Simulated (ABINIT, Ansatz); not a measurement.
# ZrB2 (P6/mmm): zone-centre phonons, part 2 of 3

Which modes does ZrB2 (P6/mmm) have at the zone centre?

ABINIT 10.8.3; DFT LDA, scalar-relativistic, plane waves, JTH PAW pseudopotentials.

So far. Step 2 (Relaxing the cell and atoms): Little changed from the start: no atom moved by 0.005 Å and no cell edge by 0.1 %. The relaxed cell has a = 3.133, c = 3.488 Å (conventional setting).

**4. Linear response at Γ**

At q = 0 one unit cell holds all displacements. The response is solved for single atoms along the cell's directions, and symmetry skips those that follow from others. The crystal is treated as a metal, which screens a static field, so no field response is asked.

dfpt_gamma.abi reads:

```

# common to the responses
getwfk_filepath "gso_WFK"
kptopt 2
nqpt 1
qpt 0.0 0.0 0.0
asr 0
chneut 0

# displacements
rfphon 1
rfatpol 1 3
rfdir 1 1 1
tolvrs 1.0d-10
prtwf 0

# basis, mesh and filling
ecut 18.0
pawecutdg 36.0
ngkpt 9 9 8
nshiftk 1
shiftk 0.0 0.0 0.0
istwfk *1
occopt 7
tsmear 0.01
nband 15
nstep 100
diemac 1000000.0
prtebands 0
prtgsr 0

# cell and atoms
acell 3*1.0 Angstrom
rprim 
    3.13309245 0.0 0.0
    -1.566546225 2.713337654 0.0
    0.0 0.0 3.488199905
ntypat 2
znucl 40 5
natom 3
typat 1 2 2
xred 
    0.0 0.0 0.0
    1/3 2/3 0.5
    2/3 1/3 0.5
pp_dirpath "./pseudo"
pseudos "Zr.xml, B.xml"
```

Started as:

```sh
OMP_NUM_THREADS=1 mpirun -n 4 abinit dfpt_gamma.abi > dfpt_gamma.log
```

Numbers of over 12 decimals in the logs are rounded to 6 here.

dfpt_gamma.abo, the main output file:

```text
[banners, grids, parts of the stress and lines that vanish by symmetry left out]
- input  file    -> dfpt_gamma.abi
- output file    -> dfpt_gamma.abo
- root for input  files -> dfpt_gammai
- root for output files -> dfpt_gammao

-   ./pseudo/Zr.xml
-   ./pseudo/B.xml
 Symmetries : space group P6/m m m (#191); Bravais hP (primitive hexag.)
================================================================================
 Values of the parameters that define the memory need of the present run (RF).
     intxc =       0      iscf =       7    lmnmax =      18     lnmax =       6
     mgfft =      27  mpssoang =       3    mqgrid =    3001     natom =       3
  nloc_mem =       2    nspden =       1   nspinor =       1    nsppol =       1
      nsym =      24    n1xccc =       1    ntypat =       2    occopt =       7
   xclevel =       1
-    mband =          15        mffmem =           1         mkmem =          82
-   mkqmem =          82        mk1mem =          82           mpw =         745
      nfft =       15552          nkpt =         325
- my_mband =          15
Pmy_natom=         1
================================================================================
[...]
--------------------------------------------------------------------------------
------------- Echo of variables that govern the present computation ------------
--------------------------------------------------------------------------------
-
- outvars: echo of selected default values
-   iomode0 =  0 , fftalg0 =312 , wfoptalg0 = 10
-
- outvars: echo of global parameters not present in the input file
-  max_nthreads =    1
-
 -outvars: echo values of preprocessed input variables
 [... echo left out ...]
[...]
chkinp: Checking input parameters for consistency.

[...]
== DATASET  1 ==================================================================
-   mpi_nproc: 4, omp_nthreads: 1 (-1 if OMP is not activated)

--- !DatasetInfo
iteration_state: {dtset: 1, }
dimensions: {natom: 3, nkpt: 325, mband: 15, nsppol: 1, nspinor: 1, nspden: 1, mpw: 745, }
cutoff_energies: {ecut:  18.0, pawecutdg:  36.0, }
electrons: {nelect:   1.80000000E+01, charge:   0.00000000E+00, occopt:   7.00000000E+00, tsmear:   1.00000000E-02, }
meta: {optdriver: 1, rfphon: 1, }
...

 mkfilename: getwfk from: gso_WFK

 Real(R)+Recip(G) space primitive vectors, cartesian coordinates (Bohr,Bohr^-1):
 R(1)=  5.9206867  0.0000000  0.0000000  G(1)=  0.1688993  0.0975141  0.0000000
 R(2)= -2.9603433  5.1274651  0.0000000  G(2)=  0.0000000  0.1950281  0.0000000
 R(3)=  0.0000000  0.0000000  6.5917425  G(3)=  0.0000000  0.0000000  0.1517050
 Unit cell volume ucvol=  2.0011287E+02 bohr^3
 Angles (23,13,12)=  9.00000000E+01  9.00000000E+01  1.20000000E+02 degrees
 setup1 : take into account q-point for computing boxcut.

 Coarse grid specifications (used for wave-functions):

 getcut: wavevector=  0.0000  0.0000  0.0000  ngfft=  24  24  27
         ecut(hartree)=     18.000   => boxcut(ratio)=   2.06525

 Fine grid specifications (used for densities):

 getcut: wavevector=  0.0000  0.0000  0.0000  ngfft=  32  32  36
         ecut(hartree)=     36.000   => boxcut(ratio)=   2.00107

--- Pseudopotential description ------------------------------------------------
- pspini: atom type   1  psp file is ./pseudo/Zr.xml

- pspini: atom type   2  psp file is ./pseudo/B.xml

   4.23419888E+02                                ecore*ucvol(ha*bohr**3)
[...]
==>  initialize data related to q vector <==

 The list of irreducible perturbations for this q vector is:
    1)    idir= 1    ipert=   1
    2)    idir= 3    ipert=   1
    3)    idir= 1    ipert=   2
    4)    idir= 3    ipert=   2

[...]
The perturbation idir=   2  ipert=   1 is
 symmetric of a previously calculated perturbation.
 So, its SCF calculation is not needed.

 The perturbation idir=   2  ipert=   2 is
 symmetric of a previously calculated perturbation.
 So, its SCF calculation is not needed.

 The perturbation idir=   1  ipert=   3 is
 symmetric of a previously calculated perturbation.
 So, its SCF calculation is not needed.

 The perturbation idir=   2  ipert=   3 is
 symmetric of a previously calculated perturbation.
 So, its SCF calculation is not needed.

 The perturbation idir=   3  ipert=   3 is
 symmetric of a previously calculated perturbation.
 So, its SCF calculation is not needed.

[...]
Perturbation wavevector (in red.coord.)   0.000000  0.000000  0.000000
 Perturbation : displacement of atom   1   along direction   1
 Found     4 symmetries that leave the perturbation invariant.

[...]
dfpt_looppert : total number of electrons, from k and k+q
  fully or partially occupied states are    1.800000E+01 and    1.800000E+01.
 Initialisation of the first-order wave-functions :
  ireadwf=   0

--- !BeginCycle
iteration_state: {dtset: 1, }
solver: {iscf: 7, nstep: 100, nline: 4, wfoptalg: 10, }
tolerances: {tolvrs: 1.00E-10, }
...

     iter   2DEtotal(Ha)        deltaE(Ha) residm    vres2
-ETOT  1   451.09978702233     -6.775E+02 1.576E+01 9.851E+05
 ETOT  2   10.533641396028     -4.406E+02 2.109E+00 1.761E+04
 ETOT  3   5.322580     -5.211E+00 2.010E-01 9.983E+02
[...]
At SCF step   11       vres2   =  4.49E-11 < tolvrs=  1.00E-10 =>converged.
[...]
Mean square residual over all n,k,spin=   10.728E-11; max=  10.441E-08

 Fourteen components of 2nd-order total energy (hartree) are
 1,2,3: 0th-order hamiltonian combined with 1st-order wavefunctions
     kin0=   2.74300826E+02 eigvalue=   5.89339128E+01  local=  -1.50359977E+02
 4,5,6: 1st-order hamiltonian combined with 1st and 0th-order wfs
 loc psp =  -1.74612290E+03  Hartree=   3.66331080E+02     xc=  -5.84918059E+01
 note that "loc psp" includes a xc core correction that could be resolved
 7,8,9: eventually, occupation + non-local contributions
    edocc=   2.56344926E+02     enl0=   8.73079324E+01   enl1=  -2.11804007E+02
 10: eventually, PAW "on-site" Hxc contribution: epaw1=   4.97886167E-03
 1-10 gives the relaxation energy (to be shifted if some occ is /=2.0)
   erelax=  -1.12355504E+03
 11,12,13 Non-relaxation  contributions : frozen-wavefunctions and Ewald
 fr.local=   9.02111868E+02 fr.nonlo=   1.87328735E+02  Ewald=   2.91093464E+01
 14,15 Frozen wf xc core corrections (1) and (2)
 frxc 1  =  -8.03931060E+00  frxc 2 =   1.80664546E+01
 16 Contribution from 1st-order change of wavefunctions overlap
 eovl1 =  -1.44592508E+02
 Resulting in :
 2DEtotal=    0.5022054565E+01 Ha. Also 2DEtotal=    0.136657066527E+03 eV
    (2DErelax=   -1.1235550389E+03 Ha. 2DEnonrelax=    1.1285770934E+03 Ha)
    (  non-var. 2DEtotal :    5.0211299273E+00 Ha)

[...]
Perturbation wavevector (in red.coord.)   0.000000  0.000000  0.000000
 Perturbation : displacement of atom   1   along direction   3
 Found    12 symmetries that leave the perturbation invariant.

[...]
dfpt_looppert : total number of electrons, from k and k+q
  fully or partially occupied states are    1.800000E+01 and    1.800000E+01.
 Initialisation of the first-order wave-functions :
  ireadwf=   0

--- !BeginCycle
iteration_state: {dtset: 1, }
solver: {iscf: 7, nstep: 100, nline: 4, wfoptalg: 10, }
tolerances: {tolvrs: 1.00E-10, }
...

     iter   2DEtotal(Ha)        deltaE(Ha) residm    vres2
-ETOT  1   1150.4192247108     -3.834E+02 4.289E+01 3.679E+06
[...]
At SCF step   12       vres2   =  3.72E-13 < tolvrs=  1.00E-10 =>converged.
[...]
Mean square residual over all n,k,spin=   17.754E-15; max=  10.456E-12

 Fourteen components of 2nd-order total energy (hartree) are
 1,2,3: 0th-order hamiltonian combined with 1st-order wavefunctions
     kin0=   3.51655064E+02 eigvalue=   7.48562288E+01  local=  -1.97827106E+02
 4,5,6: 1st-order hamiltonian combined with 1st and 0th-order wfs
 loc psp =  -2.36869787E+03  Hartree=   5.53722380E+02     xc=  -7.69108979E+01
 note that "loc psp" includes a xc core correction that could be resolved
 7,8,9: eventually, occupation + non-local contributions
    edocc=   3.22638945E+02     enl0=   1.12355326E+02   enl1=  -2.98738781E+02
 10: eventually, PAW "on-site" Hxc contribution: epaw1=   1.48633142E-02
 1-10 gives the relaxation energy (to be shifted if some occ is /=2.0)
   erelax=  -1.52693185E+03
 11,12,13 Non-relaxation  contributions : frozen-wavefunctions and Ewald
 fr.local=   1.13537668E+03 fr.nonlo=   2.61728110E+02  Ewald=   1.24293441E+02
 14,15 Frozen wf xc core corrections (1) and (2)
 frxc 1  =  -9.95619273E+00  frxc 2 =   2.23630266E+01
 16 Contribution from 1st-order change of wavefunctions overlap
 eovl1 =  -1.93213200E+02
 Resulting in :
 2DEtotal=    0.6873215076E+01 Ha. Also 2DEtotal=    0.187029710191E+03 eV
    (2DErelax=   -1.5269318507E+03 Ha. 2DEnonrelax=    1.5338050658E+03 Ha)
    (  non-var. 2DEtotal :    6.8735387992E+00 Ha)

[...]
Perturbation wavevector (in red.coord.)   0.000000  0.000000  0.000000
 Perturbation : displacement of atom   2   along direction   1
 Found     2 symmetries that leave the perturbation invariant.

[...]
dfpt_looppert : total number of electrons, from k and k+q
  fully or partially occupied states are    1.800000E+01 and    1.800000E+01.
 Initialisation of the first-order wave-functions :
  ireadwf=   0

--- !BeginCycle
iteration_state: {dtset: 1, }
solver: {iscf: 7, nstep: 100, nline: 4, wfoptalg: 10, }
tolerances: {tolvrs: 1.00E-10, }
...

     iter   2DEtotal(Ha)        deltaE(Ha) residm    vres2
-ETOT  1   16.174015265230     -5.631E+01 1.598E+00 2.938E+04
[...]
At SCF step   10       vres2   =  2.68E-12 < tolvrs=  1.00E-10 =>converged.
[...]
Mean square residual over all n,k,spin=   58.053E-12; max=  85.208E-09

 Fourteen components of 2nd-order total energy (hartree) are
 1,2,3: 0th-order hamiltonian combined with 1st-order wavefunctions
     kin0=   6.91128659E+01 eigvalue=  -8.24001537E+00  local=  -2.07566154E+01
 4,5,6: 1st-order hamiltonian combined with 1st and 0th-order wfs
 loc psp =  -7.18398230E+01  Hartree=   1.67599988E+01     xc=  -4.98703649E+00
 note that "loc psp" includes a xc core correction that could be resolved
 7,8,9: eventually, occupation + non-local contributions
    edocc=   7.08174649E+00     enl0=   7.47321481E+00   enl1=  -6.13457736E+01
 10: eventually, PAW "on-site" Hxc contribution: epaw1=   7.79663856E-03
 1-10 gives the relaxation energy (to be shifted if some occ is /=2.0)
   erelax=  -6.67336413E+01
 11,12,13 Non-relaxation  contributions : frozen-wavefunctions and Ewald
 fr.local=   4.59279795E+00 fr.nonlo=   3.58155720E+01  Ewald=   3.22240645E+01
 14,15 Frozen wf xc core corrections (1) and (2)
 frxc 1  =  -3.71795548E-01  frxc 2 =   2.21337393E-01
 16 Contribution from 1st-order change of wavefunctions overlap
 eovl1 =  -1.41032361E-01
 Resulting in :
 2DEtotal=    0.5748334960E+01 Ha. Also 2DEtotal=    0.156420162858E+03 eV
    (2DErelax=   -6.6733641336E+01 Ha. 2DEnonrelax=    7.2481976295E+01 Ha)
    (  non-var. 2DEtotal :    5.7481456234E+00 Ha)

[...]
Perturbation wavevector (in red.coord.)   0.000000  0.000000  0.000000
 Perturbation : displacement of atom   2   along direction   3
 Found     6 symmetries that leave the perturbation invariant.

--------------------------------------------------------------------------------

--------------------------------------------------------------------------------

 dfpt_looppert : total number of electrons, from k and k+q
  fully or partially occupied states are    1.800000E+01 and    1.800000E+01.
 Initialisation of the first-order wave-functions :
  ireadwf=   0

--- !BeginCycle
iteration_state: {dtset: 1, }
solver: {iscf: 7, nstep: 100, nline: 4, wfoptalg: 10, }
tolerances: {tolvrs: 1.00E-10, }
...

     iter   2DEtotal(Ha)        deltaE(Ha) residm    vres2
-ETOT  1   45.588490828759     -4.583E+01 1.953E+00 1.563E+05
[...]
ETOT  9   4.514038      1.564E-10 4.620E-08 3.245E-10
 ETOT 10   4.514038     -1.830E-11 1.418E-08 1.384E-11

 At SCF step   10       vres2   =  1.38E-11 < tolvrs=  1.00E-10 =>converged.
[...]
Mean square residual over all n,k,spin=   13.490E-12; max=  14.183E-09

 Fourteen components of 2nd-order total energy (hartree) are
 1,2,3: 0th-order hamiltonian combined with 1st-order wavefunctions
     kin0=   8.69208505E+01 eigvalue=  -1.12859300E+01  local=  -2.48699939E+01
 4,5,6: 1st-order hamiltonian combined with 1st and 0th-order wfs
 loc psp =  -1.02241640E+02  Hartree=   2.62227971E+01     xc=  -6.72515885E+00
 note that "loc psp" includes a xc core correction that could be resolved
 7,8,9: eventually, occupation + non-local contributions
    edocc=   7.48249642E+00     enl0=   9.14413545E+00   enl1=  -7.15605124E+01
 10: eventually, PAW "on-site" Hxc contribution: epaw1=   9.87010766E-03
 1-10 gives the relaxation energy (to be shifted if some occ is /=2.0)
   erelax=  -8.69030855E+01
 11,12,13 Non-relaxation  contributions : frozen-wavefunctions and Ewald
 fr.local=   7.28937266E+00 fr.nonlo=   4.12530047E+01  Ewald=   4.29004546E+01
 14,15 Frozen wf xc core corrections (1) and (2)
 frxc 1  =  -4.68732034E-01  frxc 2 =   4.43023113E-01
 16 Contribution from 1st-order change of wavefunctions overlap
 eovl1 =  -2.18892519E-03
 Resulting in :
 2DEtotal=    0.4514037558E+01 Ha. Also 2DEtotal=    0.122833219515E+03 eV
    (2DErelax=   -8.6903085548E+01 Ha. 2DEnonrelax=    9.1417123105E+01 Ha)
    (  non-var. 2DEtotal :    4.5138580082E+00 Ha)

[...]
---- first-order wavefunction calculations are completed ----

 ==> Compute Derivative Database <==

 [... matrices left out ...]
  Phonon wavevector (reduced coordinates) :  0.00000  0.00000  0.00000
 Phonon energies in Hartree :
  -1.839053E-05  9.871208E-06  9.871208E-06  2.120482E-03  2.120482E-03
   2.228162E-03  2.555310E-03  3.606387E-03  3.606387E-03
 Phonon frequencies in cm-1    :
- -4.036256E+00  2.166480E+00  2.166480E+00  4.653920E+02  4.653920E+02
-  4.890251E+02  5.608256E+02  7.915106E+02  7.915106E+02

== END DATASET(S) ==============================================================
================================================================================

 -outvars: echo values of variables after computation
            acell      1.8897261259E+00  1.8897261259E+00  1.8897261259E+00 Bohr
           etotal      4.5140375578E+00
            fcart      0.0000000000E+00  0.0000000000E+00  0.0000000000E+00
           strten      0.0000000000E+00  0.0000000000E+00  0.0000000000E+00
================================================================================
```

It took 89 s on 4 MPI ranks of Intel Xeon at 2.70GHz, shared host; 5.9 min of CPU time.

This step gave:

```
largest acoustic frequency at the zone centre before the sum rule : -4.04 cm⁻¹
highest optical zone-centre mode (no LO-TO term)                  : 791.5 cm⁻¹
lowest optical zone-centre mode                                   : 465.4 cm⁻¹
```

The acoustic modes at Γ come out as far as 4.0 cm⁻¹ from zero, where they should vanish, a small numerical error.

[end of part 2 of 3]

[Host names and launcher messages were left out of these logs when they were recorded.]

[Logs are printed without paths, hosts, clocks, repeated set-up lines and the standing remarks that a program may print on its own settings, such as how far it seeks lower states.]

[Hosts, paths, dates, database ids (printed as entryN), source tags and the programs' standing remarks are cut or masked in the printed files.]
